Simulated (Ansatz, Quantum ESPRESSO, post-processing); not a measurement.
# vacuum gap of 6.0 Å between two Co(111) faces: ballistic transmission, part 2 of 4

How well does the junction conduct in the ballistic limit? It is: vacuum gap of 6.0 Å between two Co(111) faces.

Quantum ESPRESSO 7.5; plane-wave DFT, PBE, GBRV ultrasoft pseudopotentials; cross-check by Ansatz 0.2.0 with PAW datasets.

So far. Step 2 (Ground state): The run needed 20 iterations to bring the estimated error under 1e-07 Ry; the largest force on any atom, held or free, is 0.45 eV/Å. The cell keeps a moment of 20.0 μB.

### 3. The open system, spin up

Level of this step: transmission by pwcond, lead and junction from one cell; plane-wave DFT, PBE, GBRV ultrasoft pseudopotentials (Quantum ESPRESSO).

prefixt takes both regions from one run: the lead from 0 to bdl, the scattering region from bdl to bds (units of alat). ikind = 1 puts the same lead on both sides. The program's T_tot counts both spins in a run without spin; the tables below give T per spin.

cond_up.in

```
&inputcond
  outdir = './out'
  prefixt = 'scf'
  tran_file = 'cond_up.dat'
  bdl = 2.4494897417
  bds = 11.3920536885
  ikind = 1
  ewind = 4.0
  epsproj = 1e-05
  nz1 = 7
  iofspin = 1
  energy0 = 0.4
  denergy = -0.4
/
19
  0.00000000 0.00000000 0.00694444
  0.00000000 0.08333333 0.04166667
  0.00000000 0.16666667 0.04166667
  0.00000000 0.25000000 0.04166667
  0.00000000 0.33333333 0.04166667
  0.00000000 0.41666667 0.04166667
  0.00000000 0.50000000 0.02083333
  0.08333333 0.16666667 0.04166667
  0.08333333 0.25000000 0.08333333
  0.08333333 0.33333333 0.08333333
  0.08333333 0.41666667 0.08333333
  0.08333333 0.50000000 0.08333333
  0.16666667 0.33333333 0.04166667
  0.16666667 0.41666667 0.08333333
  0.16666667 0.50000000 0.08333333
  0.16666667 0.58333333 0.04166667
  0.25000000 0.50000000 0.04166667
  0.25000000 0.58333333 0.08333333
  0.33333333 0.66666667 0.01388889
3
```

Run with:

```console
> OMP_NUM_THREADS=1 mpirun -n 4 pwcond.x -in cond_up.in > cond_up.out
```

Output:

```text
[banner, memory and clock lines left out]
Program PWCOND v.7.5 starts

          URL

     ./out/scf.save/

     IMPORTANT: XC functional enforced from input :
     Exchange-correlation= PBE
                           (   1   4   3   4   0   0   0)
     Any further DFT definition will be discarded
     Please, verify this is what you really want

     Check: negative core charge=   -0.000056
     Reading collected, re-writing distributed wavefunctions

===== INPUT FILE containing all the regions =====

     GEOMETRY:

     lattice parameter (alat)  =       4.7036  a.u.
     the volume                =    1026.6260 (a.u.)^3
     the cross section         =      19.1595 (a.u.)^2
     l of the unit cell        =      11.3921 (alat)
     number of atoms/cell      =           12
     number of atomic types    =            1

     crystal axes: (cart. coord. in units of alat)
               a(1) = (  1.0000  0.0000  0.0000 )
               a(2) = (  0.5000  0.8660  0.0000 )
               a(3) = (  0.0000  0.0000 11.3921 )

   Cartesian axes

     site n.     atom                  positions (alat units)
          1        Co     tau(  1)=(  0.0000  0.0000 11.3921  )
          2        Co     tau(  2)=(  0.5000  0.2887  0.8165  )
          3        Co     tau(  3)=(  1.0000  0.5774  1.6330  )
          4        Co     tau(  4)=(  0.0000  0.0000  2.4495  )
          5        Co     tau(  5)=(  0.5000  0.2887  3.2660  )
          6        Co     tau(  6)=(  1.0000  0.5774  4.0825  )
          7        Co     tau(  7)=(  0.0000  0.0000  6.4931  )
          8        Co     tau(  8)=(  0.5000  0.2887  7.3096  )
          9        Co     tau(  9)=(  1.0000  0.5774  8.1261  )
         10        Co     tau( 10)=(  0.0000  0.0000  8.9426  )
         11        Co     tau( 11)=(  0.5000  0.2887  9.7591  )
         12        Co     tau( 12)=(  1.0000  0.5774 10.5756  )

     nr1s                      =           20
     nr2s                      =           20
     nr3s                      =          216
     nr1sx                     =           20
     nr2sx                     =           20
     nr3sx                     =          216
     nr1                       =           24
     nr2                       =           24
     nr3                       =          243
     nr1x                      =           24
     nr2x                      =           24
     nr3x                      =          243

 _______________________________
  Radii of nonlocal spheres:

     type       ibeta     ang. mom.          radius (alat units)
       Co         1         0                    0.3334
       Co         2         0                    0.3334
       Co         3         1                    0.3334
       Co         4         1                    0.3334
       Co         5         2                    0.3334
       Co         6         2                    0.3334
----- General information -----

--- T calc. with identical leads (ikind=1) ---

         LSDA calculations, spin index =     1

     nrx                       =           20
     nry                       =           20
     nz1                       =            7

     energy0               =         4.0E-01
     denergy               =        -4.0E-01
     nenergy               =          3
     ecut2d                =         4.0E+01
     ewind                 =         4.0E+00
     epsproj               =         1.0E-05

     number of k_|| points=   19
                       cryst. coord.
        k(    1) = (   0.0000000   0.0000000), wk =   0.0069444
        k(    2) = (   0.0000000   0.0833333), wk =   0.0416667
        k(    3) = (   0.0000000   0.1666667), wk =   0.0416667
        k(    4) = (   0.0000000   0.2500000), wk =   0.0416667
        k(    5) = (   0.0000000   0.3333333), wk =   0.0416667
        k(    6) = (   0.0000000   0.4166667), wk =   0.0416667
        k(    7) = (   0.0000000   0.5000000), wk =   0.0208333
        k(    8) = (   0.0833333   0.1666667), wk =   0.0416667
        k(    9) = (   0.0833333   0.2500000), wk =   0.0833333
        k(   10) = (   0.0833333   0.3333333), wk =   0.0833333
        k(   11) = (   0.0833333   0.4166667), wk =   0.0833333
        k(   12) = (   0.0833333   0.5000000), wk =   0.0833333
        k(   13) = (   0.1666667   0.3333333), wk =   0.0416667
        k(   14) = (   0.1666667   0.4166667), wk =   0.0833333
        k(   15) = (   0.1666667   0.5000000), wk =   0.0833333
        k(   16) = (   0.1666667   0.5833333), wk =   0.0416667
        k(   17) = (   0.2500000   0.5000000), wk =   0.0416667
        k(   18) = (   0.2500000   0.5833333), wk =   0.0833333
        k(   19) = (   0.3333333   0.6666667), wk =   0.0138889
----- Information about left/right lead -----

     nocros                   =           18
     noins                    =           36
     norb                     =           72
     norbf                    =          180
     nrz                      =           46

      iorb      type   ibeta   ang. mom.   m       position (alat)
        1        1       1        0        1   taunew(   1)=(  0.0000  0.0000  0.0000)
        2        1       2        0        1   taunew(   2)=(  0.0000  0.0000  0.0000)
        3        1       3        1        1   taunew(   3)=(  0.0000  0.0000  0.0000)
        4        1       3        1        2   taunew(   4)=(  0.0000  0.0000  0.0000)
        5        1       3        1        3   taunew(   5)=(  0.0000  0.0000  0.0000)
        6        1       4        1        1   taunew(   6)=(  0.0000  0.0000  0.0000)
        7        1       4        1        2   taunew(   7)=(  0.0000  0.0000  0.0000)
        8        1       4        1        3   taunew(   8)=(  0.0000  0.0000  0.0000)
        9        1       5        2        1   taunew(   9)=(  0.0000  0.0000  0.0000)
       10        1       5        2        2   taunew(  10)=(  0.0000  0.0000  0.0000)
       11        1       5        2        3   taunew(  11)=(  0.0000  0.0000  0.0000)
       12        1       5        2        4   taunew(  12)=(  0.0000  0.0000  0.0000)
       13        1       5        2        5   taunew(  13)=(  0.0000  0.0000  0.0000)
       14        1       6        2        1   taunew(  14)=(  0.0000  0.0000  0.0000)
       15        1       6        2        2   taunew(  15)=(  0.0000  0.0000  0.0000)
       16        1       6        2        3   taunew(  16)=(  0.0000  0.0000  0.0000)
       17        1       6        2        4   taunew(  17)=(  0.0000  0.0000  0.0000)
       18        1       6        2        5   taunew(  18)=(  0.0000  0.0000  0.0000)
       19        1       1        0        1   taunew(  19)=(  0.5000  0.2887  0.8165)
[...]
116        1       4        1        3   taunew( 116)=(  0.0000  0.0000  6.4931)
      117        1       5        2        1   taunew( 117)=(  0.0000  0.0000  6.4931)
      118        1       5        2        2   taunew( 118)=(  0.0000  0.0000  6.4931)
      119        1       5        2        3   taunew( 119)=(  0.0000  0.0000  6.4931)
      120        1       5        2        4   taunew( 120)=(  0.0000  0.0000  6.4931)
      121        1       5        2        5   taunew( 121)=(  0.0000  0.0000  6.4931)
      122        1       6        2        1   taunew( 122)=(  0.0000  0.0000  6.4931)
      123        1       6        2        2   taunew( 123)=(  0.0000  0.0000  6.4931)
      124        1       6        2        3   taunew( 124)=(  0.0000  0.0000  6.4931)
      125        1       6        2        4   taunew( 125)=(  0.0000  0.0000  6.4931)
      126        1       6        2        5   taunew( 126)=(  0.0000  0.0000  6.4931)
      127        1       1        0        1   taunew( 127)=(  0.5000  0.2887  7.3096)
      128        1       2        0        1   taunew( 128)=(  0.5000  0.2887  7.3096)
      129        1       3        1        1   taunew( 129)=(  0.5000  0.2887  7.3096)
      130        1       3        1        2   taunew( 130)=(  0.5000  0.2887  7.3096)
      131        1       3        1        3   taunew( 131)=(  0.5000  0.2887  7.3096)
      132        1       4        1        1   taunew( 132)=(  0.5000  0.2887  7.3096)
      133        1       4        1        2   taunew( 133)=(  0.5000  0.2887  7.3096)
      134        1       4        1        3   taunew( 134)=(  0.5000  0.2887  7.3096)
      135        1       5        2        1   taunew( 135)=(  0.5000  0.2887  7.3096)
      136        1       5        2        2   taunew( 136)=(  0.5000  0.2887  7.3096)
      137        1       5        2        3   taunew( 137)=(  0.5000  0.2887  7.3096)
      138        1       5        2        4   taunew( 138)=(  0.5000  0.2887  7.3096)
      139        1       5        2        5   taunew( 139)=(  0.5000  0.2887  7.3096)
      140        1       6        2        1   taunew( 140)=(  0.5000  0.2887  7.3096)
      141        1       6        2        2   taunew( 141)=(  0.5000  0.2887  7.3096)
      142        1       6        2        3   taunew( 142)=(  0.5000  0.2887  7.3096)
      143        1       6        2        4   taunew( 143)=(  0.5000  0.2887  7.3096)
      144        1       6        2        5   taunew( 144)=(  0.5000  0.2887  7.3096)
      145        1       1        0        1   taunew( 145)=(  1.0000  0.5774  8.1261)
      146        1       2        0        1   taunew( 146)=(  1.0000  0.5774  8.1261)
      147        1       3        1        1   taunew( 147)=(  1.0000  0.5774  8.1261)
      148        1       3        1        2   taunew( 148)=(  1.0000  0.5774  8.1261)
      149        1       3        1        3   taunew( 149)=(  1.0000  0.5774  8.1261)
      150        1       4        1        1   taunew( 150)=(  1.0000  0.5774  8.1261)
      151        1       4        1        2   taunew( 151)=(  1.0000  0.5774  8.1261)
      152        1       4        1        3   taunew( 152)=(  1.0000  0.5774  8.1261)
      153        1       5        2        1   taunew( 153)=(  1.0000  0.5774  8.1261)
      154        1       5        2        2   taunew( 154)=(  1.0000  0.5774  8.1261)
      155        1       5        2        3   taunew( 155)=(  1.0000  0.5774  8.1261)
      156        1       5        2        4   taunew( 156)=(  1.0000  0.5774  8.1261)
      157        1       5        2        5   taunew( 157)=(  1.0000  0.5774  8.1261)
      158        1       6        2        1   taunew( 158)=(  1.0000  0.5774  8.1261)
      159        1       6        2        2   taunew( 159)=(  1.0000  0.5774  8.1261)
      160        1       6        2        3   taunew( 160)=(  1.0000  0.5774  8.1261)
      161        1       6        2        4   taunew( 161)=(  1.0000  0.5774  8.1261)
      162        1       6        2        5   taunew( 162)=(  1.0000  0.5774  8.1261)
      163        1       1        0        1   taunew( 163)=(  0.0000  0.0000  8.9426)
      164        1       2        0        1   taunew( 164)=(  0.0000  0.0000  8.9426)
      165        1       3        1        1   taunew( 165)=(  0.0000  0.0000  8.9426)
      166        1       3        1        2   taunew( 166)=(  0.0000  0.0000  8.9426)
      167        1       3        1        3   taunew( 167)=(  0.0000  0.0000  8.9426)
      168        1       4        1        1   taunew( 168)=(  0.0000  0.0000  8.9426)
      169        1       4        1        2   taunew( 169)=(  0.0000  0.0000  8.9426)
      170        1       4        1        3   taunew( 170)=(  0.0000  0.0000  8.9426)
      171        1       5        2        1   taunew( 171)=(  0.0000  0.0000  8.9426)
      172        1       5        2        2   taunew( 172)=(  0.0000  0.0000  8.9426)
      173        1       5        2        3   taunew( 173)=(  0.0000  0.0000  8.9426)
      174        1       5        2        4   taunew( 174)=(  0.0000  0.0000  8.9426)
      175        1       5        2        5   taunew( 175)=(  0.0000  0.0000  8.9426)
      176        1       6        2        1   taunew( 176)=(  0.0000  0.0000  8.9426)
      177        1       6        2        2   taunew( 177)=(  0.0000  0.0000  8.9426)
      178        1       6        2        3   taunew( 178)=(  0.0000  0.0000  8.9426)
      179        1       6        2        4   taunew( 179)=(  0.0000  0.0000  8.9426)
      180        1       6        2        5   taunew( 180)=(  0.0000  0.0000  8.9426)
 ngper, shell number =           61           9
 ngper, n2d =           61          57
---  E-Ef =    0.4000000  k =    0.0000000   0.0000000
---  ie =          1  ik =          1
 Nchannels of the left tip =            0
 Right moving states:
   k1(2pi/a)   k2(2pi/a)   E-Ef (eV)
 Left moving states:
   k1(2pi/a)   k2(2pi/a)   E-Ef (eV)

 to transmit
          E-Ef(ev), T =    0.4000000   0.0000000
---  E-Ef =    0.0000000  k =    0.0000000   0.0000000
---  ie =          2  ik =          1
 Nchannels of the left tip =            0
 Right moving states:
   k1(2pi/a)   k2(2pi/a)   E-Ef (eV)
 Left moving states:
   k1(2pi/a)   k2(2pi/a)   E-Ef (eV)

 to transmit
          E-Ef(ev), T =    0.0000000   0.0000000
---  E-Ef =   -0.4000000  k =    0.0000000   0.0000000
---  ie =          3  ik =          1
 Nchannels of the left tip =            0
 Right moving states:
   k1(2pi/a)   k2(2pi/a)   E-Ef (eV)
 Left moving states:
   k1(2pi/a)   k2(2pi/a)   E-Ef (eV)

 to transmit
          E-Ef(ev), T =   -0.4000000   0.0000000
 ngper, shell number =           61          35
 ngper, n2d =           61          60
[... further energies and points left out ...]
---  E-Ef =    0.4000000  k =    0.3333333   0.6666667
---  ie =          1  ik =         19
 Nchannels of the left tip =            0
 Right moving states:
   k1(2pi/a)   k2(2pi/a)   E-Ef (eV)
 Left moving states:
   k1(2pi/a)   k2(2pi/a)   E-Ef (eV)

 to transmit
          E-Ef(ev), T =    0.4000000   0.0000000
---  E-Ef =    0.0000000  k =    0.3333333   0.6666667
---  ie =          2  ik =         19
 Nchannels of the left tip =            0
 Right moving states:
   k1(2pi/a)   k2(2pi/a)   E-Ef (eV)
 Left moving states:
   k1(2pi/a)   k2(2pi/a)   E-Ef (eV)

 to transmit
          E-Ef(ev), T =    0.0000000   0.0000000
---  E-Ef =   -0.4000000  k =    0.3333333   0.6666667
---  ie =          3  ik =         19
 Nchannels of the left tip =            0
 Right moving states:
   k1(2pi/a)   k2(2pi/a)   E-Ef (eV)
 Left moving states:
   k1(2pi/a)   k2(2pi/a)   E-Ef (eV)

 to transmit
          E-Ef(ev), T =   -0.4000000   0.0000000
   T_tot     0.40000      0.19347E-01
   T_tot     0.00000      0.80191E-02
   T_tot    -0.40000      0.42856E-02

Note: The following floating-point exceptions are signalling: IEEE_UNDERFLOW_FLAG
Note: The following floating-point exceptions are signalling: IEEE_UNDERFLOW_FLAG
Note: The following floating-point exceptions are signalling: IEEE_UNDERFLOW_FLAG
Note: The following floating-point exceptions are signalling: IEEE_UNDERFLOW_FLAG
```

Run time: 33 s. Hardware: 4 MPI ranks of Arm Neoverse V2, shared host; peak memory 0.23 GiB.

This step gave:

- lead channels, spin up: 0.6458
- transmission at the Fermi level, spin up: 0.008019

Per spin; mean over the k mesh across the current. Table of open channels, zone mean, up by energy, zero at the Fermi level:

```
energy (eV)  open channels, zone mean, up
     -0.400                         0.562
      0.000                         0.646
      0.400                         0.729
```

Per spin; mean over the k mesh across the current. The transmission, zone mean, up by energy, zero at the Fermi level:

```
energy (eV)  transmission, zone mean, up
     -0.400                      0.00429
      0.000                      0.00802
      0.400                       0.0193
```

At 0.000 eV; k in fractions of b1, b2. Transmission by k point:

```
     k1       k2    weight      t_up  channels
      0        0  0.006944         0         0
      0  0.08333   0.04167    0.1115         1
      0   0.1667   0.04167   0.02021         1
      0     0.25   0.04167     0.005         1
      0   0.3333   0.04167  0.001273         1
      0   0.4167   0.04167   7.11e-5         1
      0      0.5   0.02083   1.97e-5         1
0.08333   0.1667   0.04167    0.0294         1
0.08333     0.25   0.08333  0.007907         1
0.08333   0.3333   0.08333  0.002226         1
0.08333   0.4167   0.08333   4.05e-4         1
0.08333      0.5   0.08333         0         0
 0.1667   0.3333   0.04167  0.002699         1
 0.1667   0.4167   0.08333   5.83e-4         1
 0.1667      0.5   0.08333         0         0
 0.1667   0.5833   0.04167         0         0
   0.25      0.5   0.04167         0         0
   0.25   0.5833   0.08333         0         0
 0.3333   0.6667   0.01389         0         0
```

At no point does T exceed the number of channels.

### 4. Transmission with pwcond.x, spin down

cond_dn.in is the input of step 3 with these lines changed:

```diff
@@ -3,3 +3,3 @@
   prefixt = 'scf'
-  tran_file = 'cond_up.dat'
+  tran_file = 'cond_dn.dat'
   bdl = 2.4494897417
@@ -10,3 +10,3 @@
   nz1 = 7
-  iofspin = 1
+  iofspin = 2
   energy0 = 0.4
```

Run with:

```console
> OMP_NUM_THREADS=1 mpirun -n 4 pwcond.x -in cond_dn.in > cond_dn.out
```

Output:

```text
[banner, memory and clock lines left out]
Program PWCOND v.7.5 starts
[citation notice left out]

[...]
./out/scf.save/

     IMPORTANT: XC functional enforced from input :
     Exchange-correlation= PBE
                           (   1   4   3   4   0   0   0)
     Any further DFT definition will be discarded
     Please, verify this is what you really want

     Check: negative core charge=   -0.000056
     Reading collected, re-writing distributed wavefunctions

===== INPUT FILE containing all the regions =====

     GEOMETRY:

[...]
Total T_j, R_j =    0.00000  1.00000

    3 -->     1     0.00000     0.00000
    3 -->     2     0.00000     0.00000
    3 -->     3     0.00000     1.00000
   Total T_j, R_j =    0.00000  1.00000

          E-Ef(ev), T =    0.0000000   0.0000033
---  E-Ef =   -0.4000000  k =    0.3333333   0.6666667
---  ie =          3  ik =         19
 Nchannels of the left tip =            0
 Right moving states:
   k1(2pi/a)   k2(2pi/a)   E-Ef (eV)
 Left moving states:
   k1(2pi/a)   k2(2pi/a)   E-Ef (eV)

 to transmit
          E-Ef(ev), T =   -0.4000000   0.0000000
   T_tot     0.40000      0.45778E-02
   T_tot     0.00000      0.33639E-02
   T_tot    -0.40000      0.16640E-02

[...]
```

It took 33 s on 4 MPI ranks; peak memory 0.23 GiB; 2.2 min of CPU time.

This step gave:

```
lead channels, spin down                   : 1.583
transmission at the Fermi level, spin down : 0.003364
```

Per spin; mean over the k mesh across the current. The open channels, zone mean, down by energy, zero at the Fermi level:

```
energy (eV)  open channels, zone mean, down
     -0.400                            1.12
      0.000                            1.58
      0.400                            1.47
```

Per spin; mean over the k mesh across the current. The transmission, zone mean, down by energy, zero at the Fermi level:

```
energy (eV)  transmission, zone mean, down
     -0.400                        0.00166
      0.000                        0.00336
      0.400                        0.00458
```

At 0.000 eV; k in fractions of b1, b2. Transmission by k point:

```
     k1       k2    weight      t_dn  channels
      0        0  0.006944         0         0
      0  0.08333   0.04167  0.001137         2
      0   0.1667   0.04167    0.0151         2
      0     0.25   0.04167    0.0229         2
      0   0.3333   0.04167         0         1
      0   0.4167   0.04167  0.003541         2
      0      0.5   0.02083   3.80e-6         2
0.08333   0.1667   0.04167  0.003368         2
0.08333     0.25   0.08333  0.007602         2
0.08333   0.3333   0.08333  0.004696         1
0.08333   0.4167   0.08333   1.00e-7         1
0.08333      0.5   0.08333  0.001492         2
 0.1667   0.3333   0.04167  0.002698         3
 0.1667   0.4167   0.08333  0.002182         2
 0.1667      0.5   0.08333   3.90e-6         1
 0.1667   0.5833   0.04167         0         1
   0.25      0.5   0.04167   1.92e-5         1
   0.25   0.5833   0.08333   7.00e-6         1
 0.3333   0.6667   0.01389   3.30e-6         3
```

### 5. Both spins together

This step gave:

* conductance: 0.005691 G₀
* spin polarisation: 0.4090

Per spin; mean over the k mesh across the current. Table of transmission, zone mean by energy, zero at the Fermi level:

```
energy (eV)       up     down
     -0.400  0.00429  0.00166
      0.000  0.00802  0.00336
      0.400   0.0193  0.00458
```

(Continued in part 3 of 4.)

[Logs are printed without paths, hosts, clocks, repeated set-up lines and the standing remarks that a program may print on its own settings, such as how far it seeks lower states.]

[Hosts, paths, dates, database ids (printed as entryN), source tags and the programs' standing remarks are cut or masked in the printed files.]

[Maps of the electrostatic potential energy from Ansatz leave out the sawtooth potential of an applied field or a dipole correction, so their vacuum need not be flat; planar profiles and work functions include it.]
